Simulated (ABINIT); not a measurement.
## Beyond one shot: LiHF2 (C2/m)

Wanted: G0W0 and self-consistent gaps of LiHF2 (C2/m), with the cost of the cycles.

Program: ABINIT 10.8.3. Level of theory: PBEsol and many-body steps on it, plane waves. Results are calculated unless marked as measured.

Report form: the programs' logs are mostly left out.

## (1) The starting structure

Symmetry: C2/m, No. 12, monoclinic system. The conventional cell has a = 5.095 Å, b = 3.070 Å, c = 4.903 Å, α = 90.00°, β = 121.02°, γ = 90.00°. Nearest to Li lie 6 F at 2.00 to 2.04 Å. Nearest to H lie 2 F at 1.14 Å. F has 1 H at 1.14 Å and 3 Li at 2.00 to 2.04 Å nearest. Farther neighbours and most contacts between anions are not listed.

The cell and positions are those that the Materials Project relaxed with its own functionals (PBE, PBE+U or r2SCAN), kept fixed.

## (2) Empty states on the mesh, 4×4×2 mesh, 34 bands

This step: ABINIT 10.8.3; DFT, PBEsol, plane waves, norm-conserving pseudopotentials.

The sums over transitions need many empty states on a uniform mesh; this step solves for them.

run.abi reads:

```
acell 3*1.0 Angstrom
rprim 
  2.547496000000 -1.534899000000 -0.000000000000
  2.547496000000 1.534899000000 -0.000000000000
  -2.526944000000 -0.000000000000 4.201520000000
ntypat 3
znucl 3 1 9
natom 4
typat 1 2 3 3
xred 
  0.000000000000 0.000000000000 0.000000000000
  0.000000000000 0.000000000000 0.500000000000
  0.209803000000 0.209803000000 0.750702000000
  0.790197000000 0.790197000000 0.249298000000
pp_dirpath "pseudos"
pseudos "Li.upf, H.upf, F.upf"
ecut 36
ngkpt 4 4 2
nshiftk 1
shiftk 0 0 0
kptopt 1
chksymbreak 0
iscf -2
irdden 1
istwfk *1
nband 34
nbdbuf 4
tolwfr 1e-09
nstep 60
prtvol 0
indata_prefix "in"
outdata_prefix "out"
tmpdata_prefix "tmp"
```

Command:

```sh
$ OMP_NUM_THREADS=1 mpirun -n 4 abinit run.abi > log
```

Wall time 9 s (4 MPI ranks of Intel Xeon Platinum 8259CL at 2.50GHz (Skylake/Cascade Lake), shared host); peak memory 0.3 GiB; 35 s of CPU time.

Numbers from this step:

```yaml
gap: 8.408 eV
k_of_the_valence_top: 0, 0, 0.5
k_of_the_conduction_bottom: 0, 0, 0
least_direct_gap: 8.531 eV
k_points_computed: 14
lowest_point_of_the_top_converged_band_above_the_valence_top: 41.45 eV
```

On this mesh the gap is 8.408 eV.

The density comes from a self-consistent run that is not shown.

## (3) Screening, 4×4×2 mesh, 30 bands, screening to 106.1 eV

The RPA dielectric matrix is built and inverted for each q.

This step: RPA screening on PBEsol, plane waves, norm-conserving pseudopotentials.

run.abi: that of step 2 with these lines changed.

```diff
@@ -22,10 +22,11 @@
 chksymbreak 0
-iscf -2
-irdden 1
 istwfk *1
-nband 34
-nbdbuf 4
-tolwfr 1e-09
-nstep 60
-prtvol 0
+occopt 1
+irdwfk 1
+optdriver 3
+nband 30
+ecuteps 3.9
+inclvkb 2
+awtr 1
+symchi 1
 indata_prefix "in"
```

Wall time 7.9 s (4 MPI ranks); peak memory 0.5 GiB.

This step gave:

```yaml
eps_infinity_with_local_fields_on_this_mesh_along_the_program_s_q_direction: 2.048
the_same_without_local_fields: 2.139
plasma_frequency: 27.48 eV
plane_waves_in_the_screening_matrix: 89
```

Local fields lower ε∞ by 4 %. On a Γ-centred mesh this coarse the value itself is usually too large, while a short band sum pulls it down.

## (4) G0W0

The self-energy is evaluated for the states that the input lists, and the levels follow from it, in one-shot runs by the linearised quasiparticle equation.

This step: G0W0 on PBEsol, plane waves, norm-conserving pseudopotentials.

run.abi: that of step 3 with these lines changed.

```diff
@@ -25,8 +25,17 @@
 irdwfk 1
-optdriver 3
+optdriver 4
 nband 30
+gwcalctyp 0
+ecutsigx 36
+symsigma 1
+nkptgw 2
+kptgw 
+  0.0000000000 0.0000000000 0.5000000000
+  0.0000000000 0.0000000000 0.0000000000
+bdgw 
+  8 11
+  8 11
 ecuteps 3.9
-inclvkb 2
-awtr 1
-symchi 1
+irdscr 1
+ppmodel 1
 indata_prefix "in"
```

It took 3.8 s on 4 MPI ranks; peak memory 0.43 GiB.

Numbers from this step:

| Item | Value |
| --- | --- |
| G0W0 gap on the points computed | 12.64 eV |
| starting gap on the mesh | 8.408 eV |
| k of the valence top | 0, 0, 0 |
| k of the conduction bottom | 0, 0, 0 |
| Z at the valence top | 0.836 |
| Z at the conduction bottom | 0.899 |
| least direct G0W0 gap on the computed points | 12.64 eV |

The gap on the mesh goes from 8.41 eV to 12.64 eV, a correction of +4.23 eV.

## (5) evGW0, cycle 1

This step: evGW0 on PBEsol, plane waves, norm-conserving pseudopotentials.

run.abi: that of step 4 with these lines changed.

```diff
@@ -27,12 +27,36 @@
 nband 30
-gwcalctyp 0
+gwcalctyp 10
 ecutsigx 36
 symsigma 1
-nkptgw 2
+nkptgw 14
 kptgw 
+  0.0000000000 0.0000000000 0.0000000000
+  0.2500000000 0.0000000000 0.0000000000
+  0.5000000000 0.0000000000 0.0000000000
+  0.2500000000 0.2500000000 0.0000000000
+  0.5000000000 0.2500000000 0.0000000000
+  -0.2500000000 0.2500000000 0.0000000000
+  0.5000000000 0.5000000000 0.0000000000
   0.0000000000 0.0000000000 0.5000000000
-  0.0000000000 0.0000000000 0.0000000000
+  0.2500000000 0.0000000000 0.5000000000
+  0.5000000000 0.0000000000 0.5000000000
+  0.2500000000 0.2500000000 0.5000000000
+  0.5000000000 0.2500000000 0.5000000000
+  -0.2500000000 0.2500000000 0.5000000000
+  0.5000000000 0.5000000000 0.5000000000
 bdgw 
-  8 11
-  8 11
+  1 13
+  1 13
+  1 13
+  1 13
+  1 13
+  1 13
+  1 13
+  1 13
+  1 13
+  1 13
+  1 13
+  1 13
+  1 13
+  1 13
 ecuteps 3.9
```

The job ended after 32 s (4 MPI ranks; peak memory 0.95 GiB; 2.1 min of CPU time).

This step gave:

- quasiparticle gap on the mesh: 13.28 eV
- gap of the density functional on the mesh: 8.408 eV
- k of the valence top: 0, 0, 0
- k of the conduction bottom: 0, 0, 0
- Z at the valence top: 0.836
- Z at the conduction bottom: 0.899
- least direct quasiparticle gap on the computed points: 13.28 eV

Against G0W0 in ABINIT (4×4×2 mesh, 30 bands, screening to 106.1 eV, Godby-Needs plasmon pole), the gap moves by +0.644 eV. This first cycle still uses the starting levels; it takes the full correction, at all points of the mesh, and its linearised value is 12.639 eV.

## (6) evGW0, cycle 2

The corrected levels of the last cycle go back in.

run.abi: that of step 5 with these lines changed.

```diff
@@ -64,2 +64,3 @@
 ppmodel 1
+irdqps 1
 indata_prefix "in"
```

Elapsed: 32 s, on 4 MPI ranks; peak memory 0.95 GiB.

This step gave:

```
quasiparticle gap on the mesh                         : 13.24 eV
gap of the density functional on the mesh             : 8.408 eV
k of the valence top                                  : 0, 0, 0
k of the conduction bottom                            : 0, 0, 0
least direct quasiparticle gap on the computed points : 13.24 eV
```

Against the cycle before, the gap moves by −0.046 eV.

## (7) evGW0, cycle 3

run.abi is that of step 6.

Elapsed: 32 s, on 4 MPI ranks; peak memory 0.95 GiB; 2.2 min of CPU time.

Numbers from this step:

```yaml
quasiparticle_gap_on_the_mesh: 13.23 eV
gap_of_the_density_functional_on_the_mesh: 8.408 eV
k_of_the_valence_top: 0, 0, 0
k_of_the_conduction_bottom: 0, 0, 0
least_direct_quasiparticle_gap_on_the_computed_points: 13.23 eV
```

Against the cycle before, the gap moves by −0.008 eV.

## (8) Side by side

Times are wall times on 4 MPI ranks of Intel Xeon Platinum 8259CL at 2.50GHz (Skylake/Cascade Lake), shared host, good to a factor of about two. A run's time includes the screening step that it read.

| run | mesh | bands | screening cutoff (eV) | DFT gap (eV) | gap on the mesh (eV) | direct (eV) | ε∞ used | time |
| --- | --- | --- | --- | --- | --- | --- | --- | --- |
| G0W0 | 4×4×2 | 30 | 106.1 | 8.408 | 12.639 | 12.639 | 2.05 | 12 s |
| evGW0, cycle 1 | 4×4×2 | 30 | 106.1 | 8.408 | 13.283 | 13.283 | 2.05 | 40 s |
| evGW0, cycle 2 | 4×4×2 | 30 | 106.1 | 8.408 | 13.237 | 13.237 | 2.05 | 39 s |
| evGW0, cycle 3 | 4×4×2 | 30 | 106.1 | 8.408 | 13.229 | 13.229 | 2.05 | 40 s |

## (9) Results

```json
{"G0W0": "12.639 eV", "evGW0, cycle 1": "13.283 eV", "evGW0, cycle 2": "13.237 eV", "evGW0, cycle 3": "13.229 eV", "known limits": "not at the basis limit; coarse k mesh"}
```

Only the bands that the input lists are updated; the others, empty or deep, keep the functional's energies or take a rigid shift. evGW0 ends at 13.23 eV, +0.59 eV from G0W0, after 3 cycles that took 96 s beside the first screening; the last moved the gap by 0.008 eV. The first cycle of evGW0 takes the full correction, without the factor Z, so it overshoots the one-shot value. Bands and cutoff are finite, so the gap is not at the basis limit. The miss can reach some tenths of an eV and take either sign; the mesh is an error of its own. The 4×4×2 mesh is coarse for this cell, which bears on the long-range parts of exchange and screening.

[Paths, hosts, dates, memory and timing lines, banners, echoed tables and standing remarks are left out of the program output.]

[Logs are printed without paths, hosts, clocks, repeated set-up lines and the standing remarks that a program may print on its own settings, such as how far it seeks lower states.]

[Runs of the session that timed out or met a known fault of the program may be left out.]

[Hosts, paths, dates, database ids (printed as entryN), source tags and the programs' standing remarks are cut or masked in the printed files.]

[G0W0 gaps are taken among the corrected bands and points alone; a level outside them can change the order at an edge.]

[Where Ansatz stands beside ABINIT at settings called matched, ABINIT's density can come from a denser mesh and the files from another edition; pairs whose starting gaps differed by over 0.03 eV were left out, so agreement reads better than it is.]
